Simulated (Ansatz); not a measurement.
G0W0 rungs for CsPbBr3 (Pm-3m).

```
Cs Pb Br
1.0
     5.94863    0.00000    0.00000
     0.00000    5.94863    0.00000
     0.00000    0.00000    5.94863
Cs Pb Br
1 1 3
Direct
  0.00000 0.00000 0.00000
  0.50000 0.50000 0.50000
  0.50000 0.50000 0.00000
  0.50000 0.00000 0.50000
  0.00000 0.50000 0.50000
```

The cell and positions are those that the Materials Project relaxed with its own functionals (PBE, PBE+U or r2SCAN), kept fixed. Spin-orbit coupling is left out unless a run names it.

Runs so far (Ansatz 0.2.0, start PBE, PAW set soft_1 files, 2×2×2 mesh). Times are wall times on 1 × NVIDIA H100 80GB HBM3 (shared by 6 runs) with 2 threads of AMD EPYC 7R13 (Zen 3), shared host, good to a factor of about two.

```tsv
bands summed	cutoff (eV)	gap on the mesh (eV)	time
190	50	2.407	6.3 s
499	100	2.576	8.7 s
900	150	2.716	14 s
```

What should the next rung give, with 1581 bands and screening to 220 eV, and where is the limit?

The error falls about as one over the bands when the cutoff rises with them. A line through the two highest rungs given predicts 2.791 eV; the run gave 2.814 eV, close to it. The two highest rungs put the limit near 2.945 eV, the pair below near 2.890 eV; their difference is a rough measure of what is unsettled in bands and cutoff; the mesh is a separate error.

Gaps are over the mesh's points; an edge off the mesh would be missed. Limits: not at the basis limit; no spin-orbit coupling; coarse k mesh.

[Paths, hosts, dates, memory and timing lines, banners, echoed tables and standing remarks are left out of the program output.]

[Logs are printed without paths, hosts, clocks, repeated set-up lines and the standing remarks that a program may print on its own settings, such as how far it seeks lower states.]

[Runs of the session that timed out or met a known fault of the program may be left out.]

[Cells called generated may have been cut or substituted from an entry of the Crystallography Open Database or the Materials Project.]

[Hosts, paths, dates, database ids (printed as entryN), source tags and the programs' standing remarks are cut or masked in the printed files.]
